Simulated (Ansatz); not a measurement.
# How TiSi2 absorbs and reflects light

What colour and refractive index does TiSi2 have at this level of theory?

Calculated with Ansatz 0.2.0; DFT, PBE, plane-wave PAW, default files, scalar-relativistic, independent-particle optical response without local fields.

### Step 1. Set-up

Symmetry: Cmcm, No. 63, orthorhombic system. The conventional cell has a = 3.530 Å, b = 13.519 Å, c = 3.565 Å, α = 90.00°, β = 90.00°, γ = 90.00°. Nearest to Ti lie 10 Si at 2.58 to 2.81 Å. Nearest to Si lie 4 Si at 2.51 Å and 4 Ti at 2.66 to 2.67 Å. Nearest to Si lie 2 Si at 2.38 Å and 6 Ti at 2.58 to 2.81 Å. Farther neighbours, and contacts between anions beyond the nearest, are not listed.

### Step 2. Ground state and bands

The self-consistent density comes first; it also tells whether there is a gap, which decides the occupations and the need for a Drude term.

This step: DFT, PBE, plane-wave PAW, default files, scalar-relativistic, ground state (Ansatz 0.2.0).

Contents of input.yaml:

```yaml
crystal:
  lattice:
    - [1.765105025, -6.759281535, 0.0]
    - [1.765105025, 6.759281535, 0.0]
    - [0.0, 0.0, 3.56517397]
  atoms:
    - { symbol: Ti, position: [0.10311808, 0.89688192, 0.25] }
    - { symbol: Ti, position: [0.89688192, 0.10311808, 0.75] }
    - { symbol: Si, position: [0.75031482, 0.24968518, 0.25] }
    - { symbol: Si, position: [0.24968518, 0.75031482, 0.75] }
    - { symbol: Si, position: [0.44174855, 0.55825145, 0.25] }
    - { symbol: Si, position: [0.55825145, 0.44174855, 0.75] }
kpoints:
  mp_grid: { grid: [7, 7, 7] }
  band_path:
    path:
      - [[0.0, 0.0, 0.0], [0.26704826, 0.26704826, 0.0], [0.0, 0.5, 0.0], [0.0, 0.5, 0.5], [0.26704826, 0.26704826, 0.5], [0.0, 0.0, 0.5], [0.0, 0.0, 0.0], [-0.5, 0.5, 0.0], [-0.26704826, 0.73295174, 0.0], [-0.26704826, 0.73295174, 0.5], [-0.5, 0.5, 0.5], [-0.5, 0.5, 0.0]]
      - [[0.0, 0.0, 0.5], [-0.5, 0.5, 0.5]]
    npoints: 4
scf:
  occupations: { method: fermi_dirac, width: 0.05 }
  n_extra_bands: 10
hamiltonian:
  xc: pbe
  pseudopotentials: { kind: paw }
output:
  forces: true
  stress: true
  populations: true
  write_bands: true
```

The run is started by

```bash
$ ansatz run input.yaml --threads 4 --pin off --max-ram 8192MiB --backend cpu --events-out ev --progress --plain --runs-dir out
```

What it wrote:

```text
scf.n_extra_bands = 10 over 20 filled bands (N_el = 40.0): the run solves 30 bands
Engine: ansatz 0.2.0, aarch64-unknown-linux-gnu
Pseudopotentials: kind: paw
Pseudopotential: Ti, paw, valence charge 12, recommended cutoff 420 eV (normal), Ti.paw.azcp
Pseudopotential: Si, paw, valence charge 4, recommended cutoff 420 eV (normal), Si.paw.azcp
Functional definition: PBE
  parameter kappa = 0.804
  parameter beta = 0.066725
  exchange = pbe_x(kappa = kappa, mu = beta*pi^2/3)
  correlation = pbe_c(beta = beta)
Crystal: 6 atoms, lattice volume = 85.071 Å³
Basis set: ecut = 420 eV, 1669 PW (Γ), exchange–correlation on 96×96×48 points (8 copies of the dense FFT grid, shifted against one another)
Bands: 30, of which v1, the nominal top of the filled ones, is band 20 counted from 1 (19 counted from 0)
Symmetry: 8 space group operations
Space group: Cmcm (ITA 63), of the structure as read, at distance tolerance 4.4e-5 Å
k-points: 64 of 343
Non-local potential: Ti, projectors of the file, l = 0: 3, l = 1: 2, l = 2: 3, l = 3: 1
Non-local potential: Si, projectors of the file, l = 0: 2, l = 1: 2, l = 2: 2
PAW form: soft (Blöchl's): semilocal exchange-correlation on the pseudo side does not see the compensation charge
PAW one-centre angular grid: Ti, 590 points (default); XC on 64 Gauss nodes
PAW one-centre angular grid: Si, 110 points (default); XC on 64 Gauss nodes
Initial density: superposition of atomic densities (neutral atoms: chi_scale 0, normalization atom), corrected by the library's trained network
Initial wavefunctions: pseudopotential atomic-orbital guess
Functional: x = pbe(κ = 0.804, μ = 0.219515), c = pbe(β = 0.066725)
SCF iter   1: F=—  HF=-7545.969224 eV  |F-HF|=—  |Δ(HF+E_count)|=         —  Δρ=5.93e-3  dr2=4.59e-2  ethr=1.77e-3  ⟨swp⟩=6.0  Hψ=9322  notcnv=0  defer=20
preconditioner: auto → Kerker (q_TF=auto, 2.406 Å⁻¹)  [metal: Δε(μ)=0.004 eV  Ē_g=7.193 eV  σ=0.050 eV  W_gap=0.02  n_scr=18 (ndim 8)  ℏωp=19.7 eV  f_vac=0.000  D(μ)=1.45/eV (n_scr^D=2)]
SCF iter   2: F=—  HF=-7545.964891 eV  |F-HF|=—  |Δ(HF+E_count)|=   4.33e-3  Δρ=2.88e-3  dr2=1.26e-2  ethr=1.15e-4  ⟨swp⟩=2.0  Hψ=2815  notcnv=0  defer=87
SCF iter   3: F=—  HF=-7545.963550 eV  |F-HF|=—  |Δ(HF+E_count)|=   1.34e-3  Δρ=3.58e-4  dr2=3.27e-4  ethr=3.16e-5  ⟨swp⟩=2.0  Hψ=2026  notcnv=0  defer=87
SCF iter   4: F=—  HF=-7545.963511 eV  |F-HF|=—  |Δ(HF+E_count)|=   3.81e-5  Δρ=9.76e-5  dr2=1.59e-5  ethr=8.18e-7  ⟨swp⟩=2.1  Hψ=2153  notcnv=0  defer=87
SCF iter   5: F=—  HF=-7545.963592 eV  |F-HF|=—  |Δ(HF+E_count)|=   8.09e-5  Δρ=1.87e-5  dr2=6.07e-7  ethr=3.97e-8  ⟨swp⟩=2.0  Hψ=2331  notcnv=0  defer=87
SCF iter   6: F=-7545.963592 eV  HF=-7545.963592 eV  |F-HF|=1.41e-8  |Δ(HF+E_count)|=   5.46e-8  Δρ=4.78e-6  dr2=2.70e-8  ethr=2.50e-10  ⟨swp⟩=8.5  Hψ=8180  notcnv=0
SCF 1 converged in 6 iterations: F = -7545.963592 eV  dr2 = 2.70e-8
  greatest PAW one-centre occupation: 0.999 electrons in one spin orbital (limit 2), on the Ti atom at site 1 (counted from 0), in its partial waves of l = 0
NSCF: frozen V_eff on 50 k-points
SCF converged after 6 iterations
Free energy (F): -7545.963592 eV
Harris-Foulkes:  -7545.963592 eV  (|F-HF|=1.41e-8)
Internal energy: -7545.951324 eV  (E = F + TS)
E sigma→0 (E₀):  -7545.957458 eV
Entropy (-TS):   -0.012268 eV (-2.045 meV/atom)
Fermi energy:    12.968670 eV
--- Per-component energies (eV) ---
  E_band       = -223.572897
  E_kinetic    = 720.759041
  E_local      = -2069.750247  (includes V_loc(G=0)·N_el)
  E_nonlocal   = 118.711112
  E_hartree    = 900.672678
  E_xc         = -423.441543
  E_vxc        = -441.472684  (∫ρ·V_xc dr)
  E_paw        = -4147.084704  (= ΣΔE_a)
  E_vpaw       = -353.163210  (= ΣTr[D̂ρ^β])
  E_aug_tail   = 0.000284  (compensation charges beyond the density's cutoff)
  E_ewald      = -2645.817945
  E_smearing   = -0.012268  (= −TS)
  E_closure    = -0.000000  (closes the sum)
  Σ components = -7545.963592   (vs F -7545.963592, Δ=0.00e0)
--- Forces (eV/Å), atoms counted from 1 ---
  atom   1  Ti     0.00000000     0.01829187     0.00000000
  atom   2  Ti     0.00000000    -0.01829187     0.00000000
  atom   3  Si     0.00000000    -0.01630078     0.00000000
  atom   4  Si     0.00000000     0.01630078     0.00000000
  atom   5  Si     0.00000000     0.19332727     0.00000000
  atom   6  Si     0.00000000    -0.19332727     0.00000000
  max |Σ_I F_I| component: 0.00e0 eV/Å
--- Stress (GPa, compression-positive) ---
        1.852457       0.000000       0.000000
        0.000000       1.435601       0.000000
        0.000000       0.000000       2.198226
  P = ⅓ Tr σ = 1.8288 GPa (18.288 kbar)
--- Band table (eV; the first three rows and the last of 64) ---
  k-point 0: bands = [... 16 lower, 10.8132, 10.8698, 10.8930, 13.4349, 13.6816, 13.7892, 13.8594, 14.3289, ... 6 higher]
  k-point 1: bands = [... 16 lower, 10.8855, 10.9738, 11.6024, 13.0016, 13.3722, 13.5542, 14.2755, 14.8213, ... 6 higher]
  k-point 2: bands = [... 16 lower, 11.1455, 11.1675, 12.4980, 12.7551, 13.1865, 13.3003, 14.3214, 14.8626, ... 6 higher]
  k-point 63: bands = [... 16 lower, 10.8060, 11.0686, 11.6709, 12.6043, 13.0563, 13.9065, 14.4377, 14.5623, ... 6 higher]
--- Löwdin populations: 6 sites ---
  site symbol       q [e]
     0     Ti     11.6196
     1     Ti     11.6196
     2     Si      4.0429
     3     Si      4.0429
     4     Si      4.1321
     5     Si      4.1321
  spilling = 0.010273 (of n_electrons = 40.000000)
```

It took 3.2 s on 4 threads of Arm Neoverse V1, shared host; peak memory 0.48 GiB.

Read from the output:

| Item | Value |
| --- | --- |
| free energy | -7545.9636 eV |
| Fermi energy | 12.97 eV |
| electrons | 40 |
| symmetry operations | 8 |
| pressure | 1.829 GPa |
| volume | 85.07 Å³ |
| gap on the path | 0 eV |

There are states at the Fermi level within the smearing, so the occupations stay smeared and the carriers get a Drude term. The cell is left with a pressure of 1.8 GPa and forces up to 0.19 eV/Å, as it stands unrelaxed at this level.

Electronic bands along the path, in eV, zero at the Fermi level; # counts the bands kept:

```
    point     #9    #10    #11    #12    #13   #14   #15   #16
        Γ  -2.16  -2.10  -2.08   0.47   0.71  0.82  0.89  1.36
  halfway  -2.33  -1.62  -1.29  -0.66   0.67  0.76  1.07  1.15
        X  -1.74  -1.13  -0.78  -0.73  -0.22  1.14  1.40  1.56
  halfway  -1.69  -1.30  -0.73  -0.71  -0.32  1.15  1.57  1.58
        S  -1.67  -1.47  -0.67  -0.57  -0.54  1.16  1.48  1.66
  halfway  -3.57  -2.73  -1.77  -1.68   0.85  1.15  1.69  1.90
        R  -3.23  -3.23  -2.45  -2.45   1.75  1.75  1.89  1.89
  halfway  -3.31  -3.31  -2.40  -2.40   1.77  1.77  1.89  1.89
        A  -3.37  -3.37  -2.37  -2.37   1.80  1.80  1.89  1.89
  halfway  -3.00  -3.00  -1.45  -1.45   0.58  0.58  1.78  1.78
        Z  -1.63  -1.63  -0.04  -0.04   0.83  0.83  1.47  1.47
  halfway  -1.90  -1.84  -0.50  -0.39   0.23  0.35  1.38  1.79
        Γ  -2.16  -2.10  -2.08   0.47   0.71  0.82  0.89  1.36
  halfway  -2.36  -2.03  -1.27   0.42   0.70  0.82  0.87  0.93
        Y  -2.53  -1.96  -1.18   0.39   0.65  0.74  0.91  1.14
  halfway  -2.63  -1.53  -0.40  -0.17  -0.04  0.32  1.01  1.79
       X1  -1.74  -1.13  -0.78  -0.73  -0.22  1.14  1.40  1.56
  halfway  -3.02  -2.92  -1.86  -1.61   0.84  1.28  1.68  1.90
       A1  -3.37  -3.37  -2.37  -2.37   1.80  1.80  1.89  1.89
  halfway  -3.07  -3.07  -2.36  -2.36   1.71  1.71  1.83  1.83
        T  -2.04  -2.04  -0.88  -0.88   0.47  0.47  1.67  1.67
  halfway  -2.09  -1.76  -1.03  -0.31   0.50  0.69  0.97  1.39
        Y  -2.53  -1.96  -1.18   0.39   0.65  0.74  0.91  1.14
jump to Z  -1.63  -1.63  -0.04  -0.04   0.83  0.83  1.47  1.47
  halfway  -2.17  -2.17  -0.50  -0.50   0.60  0.60  1.66  1.66
        T  -2.04  -2.04  -0.88  -0.88   0.47  0.47  1.67  1.67
```

### Step 3. Spectrum

With the density converged, the vertical transitions are summed over the zone.

This step: DFT, PBE, plane-wave PAW, default files, scalar-relativistic, independent-particle optical response without local fields (Ansatz 0.2.0).

input.yaml, the sections that differ from step 2:

```yaml
kpoints:
  mp_grid: { grid: [7, 7, 7] }
scf:
  occupations: { method: fermi_dirac, width: 0.05 }
output:
  optics:
    e_range: [0, 14]
    de: 0.05
    sigma: 0.1
    drude_damping: 0.05
    nscf_kmesh: { grid: [10, 10, 10] }
    bands: { spectra_wanted_up_to: 14 }
# crystal, hamiltonian: as in step 2
```

What it wrote:

```text
[...]
Crystal: 6 atoms, lattice volume = 85.071 Å³
Basis set: ecut = 420 eV, 1669 PW (Γ)
Bands: 26, of which v1, the nominal top of the filled ones, is band 20 counted from 1 (19 counted from 0)
Symmetry: 8 space group operations
[...]
k-points: 64 of 343
[...]
SCF iter   1: F=—  HF=-7545.969569 eV  |F-HF|=—  |Δ(HF+E_count)|=         —  Δρ=5.91e-3  dr2=4.54e-2  ethr=1.77e-3  ⟨swp⟩=6.5  Hψ=8542  notcnv=0
[...]
SCF iter   9: F=-7545.963758 eV  HF=-7545.963758 eV  |F-HF|=5.46e-12  |Δ(HF+E_count)|=  1.64e-11  Δρ=9.10e-8  dr2=8.73e-12  ethr=1.00e-12  ⟨swp⟩=3.5  Hψ=3912  notcnv=0
SCF 1 converged in 9 iterations: F = -7545.963758 eV  dr2 = 8.73e-12
[...]
NSCF: frozen V_eff on 186 k-points
output.optics: what the bands over the 55 summed would add to eps1, eps2 and the energy-loss function is held between a lower and an upper bound (8 Lanczos steps). eps1, eps2 and their loss function (loss_summed_bands) are given on every row as the summed bands alone make them. Along an axis, on a row where the two bounds hold the loss function to about 1 % of the greater of itself and 0.5 % of |1/eps|, its cell (loss_completed) is given, with the completed eps1 and eps2 that it is formed of (a cell that is left empty reads nan in the table and null in the record). The two bounds hold it so along every axis on all 280 rows up to 14.000 eV. [rest of the remark cut]
SCF converged after 9 iterations
Free energy (F): -7545.963758 eV
[...]
Internal energy: -7545.951489 eV  (E = F + TS)
E sigma→0 (E₀):  -7545.957623 eV
Entropy (-TS):   -0.012269 eV (-2.045 meV/atom)
Fermi energy:    12.968709 eV
[...]
--- Band table (eV; the first three rows and the last of 64) ---
  k-point 0: bands = [... 16 lower, 10.8132, 10.8699, 10.8931, 13.4349, 13.6816, 13.7893, 13.8594, 14.3289, ... 2 higher]
  k-point 1: bands = [... 16 lower, 10.8855, 10.9738, 11.6025, 13.0016, 13.3722, 13.5542, 14.2755, 14.8214, ... 2 higher]
  k-point 2: bands = [... 16 lower, 11.1455, 11.1675, 12.4981, 12.7551, 13.1866, 13.3003, 14.3214, 14.8627, ... 2 higher]
  k-point 63: bands = [... 16 lower, 10.8061, 11.0686, 11.6709, 12.6043, 13.0564, 13.9066, 14.4377, 14.5624, ... 2 higher]
```

Elapsed: 3.8 min, on 4 threads; peak memory 3.3 GiB.

Read from the output:

* main peak of the optical conductivity above 1 eV, first axis: 5.165 eV
* Drude plasma energy, first axis: 3.645 eV
* bands summed: 55
* spectra valid up to: 17.52 eV
* program's estimate of the k-sum error in Im epsilon: 0.06 %
* electrons in the f-sum: 28.63

The Im ε has structure finer than the step of the table below, so its rows give means over 0.5 eV. Peaks (eV: height): E ∥ y 1.45: 35.4, 5.10: 24.9; E ∥ z 3.85: 28.2.

The Im ε by photon energy; means over each step:

| photon energy (eV) | E ∥ x | E ∥ y | E ∥ z |
| --- | --- | --- | --- |
| 1.0 | 27.8 | 29.9 | 25.5 |
| 1.5 | 28.8 | 34.3 | 26.0 |
| 2.0 | 25.5 | 30.4 | 20.2 |
| 2.5 | 24.3 | 29.3 | 18.2 |
| 3.0 | 22.2 | 21.9 | 17.7 |
| 3.5 | 21.7 | 17.8 | 23.9 |
| 4.0 | 18.7 | 15.7 | 25.5 |
| 4.5 | 16.5 | 15.9 | 22.5 |
| 5.0 | 16.7 | 22.5 | 19.7 |
| 5.5 | 14.3 | 16.5 | 16.1 |
| 6.0 | 12.3 | 13.1 | 12.8 |
| 6.5 | 8.97 | 11.4 | 9.72 |
| 7.0 | 7.25 | 6.90 | 7.03 |
| 7.5 | 5.39 | 4.26 | 4.61 |
| 8.0 | 4.10 | 3.25 | 3.06 |
| 8.5 | 3.52 | 2.54 | 2.36 |
| 9.0 | 2.34 | 1.95 | 1.82 |
| 9.5 | 1.77 | 1.70 | 1.50 |
| 10.0 | 1.40 | 1.21 | 1.15 |
| 10.5 | 1.06 | 1.03 | 0.894 |
| 11.0 | 0.898 | 0.877 | 0.764 |
| 11.5 | 0.759 | 0.764 | 0.653 |
| 12.0 | 0.665 | 0.616 | 0.544 |
| 12.5 | 0.559 | 0.452 | 0.446 |
| 13.0 | 0.404 | 0.359 | 0.372 |
| 13.5 | 0.326 | 0.283 | 0.307 |

The Re ε by photon energy:

```
photon energy (eV)   E ∥ x  E ∥ y  E ∥ z
               0.5   -39.5   23.1  -26.4
               1.0    16.3   30.7     14
               1.5    10.6   19.5   11.5
               2.0    8.44   12.9   8.61
               2.5    6.32   6.51   8.74
               3.0    4.96  -1.74   12.6
               3.5    2.10   1.94   9.81
               4.0   -2.33  0.493  0.695
               4.5  -0.712   4.14  -3.18
               5.0   -2.74   1.39  -4.60
               5.5   -6.37  -9.17  -8.63
               6.0   -6.88  -7.13  -8.64
               6.5   -7.90  -9.69  -9.40
               7.0   -7.50  -10.1  -9.29
               7.5   -6.51  -7.98  -8.01
               8.0   -6.02  -6.24  -6.69
               8.5   -5.73  -5.57  -5.66
               9.0   -4.93  -4.57  -4.67
               9.5   -4.16  -4.04  -4.03
              10.0   -3.63  -3.55  -3.57
              10.5   -3.10  -2.91  -2.98
              11.0   -2.64  -2.64  -2.55
              11.5   -2.26  -2.24  -2.21
              12.0   -1.97  -2.04  -1.93
              12.5   -1.80  -1.75  -1.67
              13.0   -1.52  -1.50  -1.43
              13.5   -1.29  -1.26  -1.23
              14.0   -1.08  -1.04  -1.03
```

[end of part 1 of 2]

[Long decimals in the printed logs are rounded to 6 places.]

[Logs are printed without paths, hosts, clocks, repeated set-up lines and the standing remarks that a program may print on its own settings, such as how far it seeks lower states.]

[Hosts, paths, dates, database ids (printed as entryN), source tags and the programs' standing remarks are cut or masked in the printed files.]

[Where the starting crystal was built by hand or by swapping elements, it need not be the compound's stable phase.]

[The count of steps not shown may lack steps that the program refused or didn't finish.]
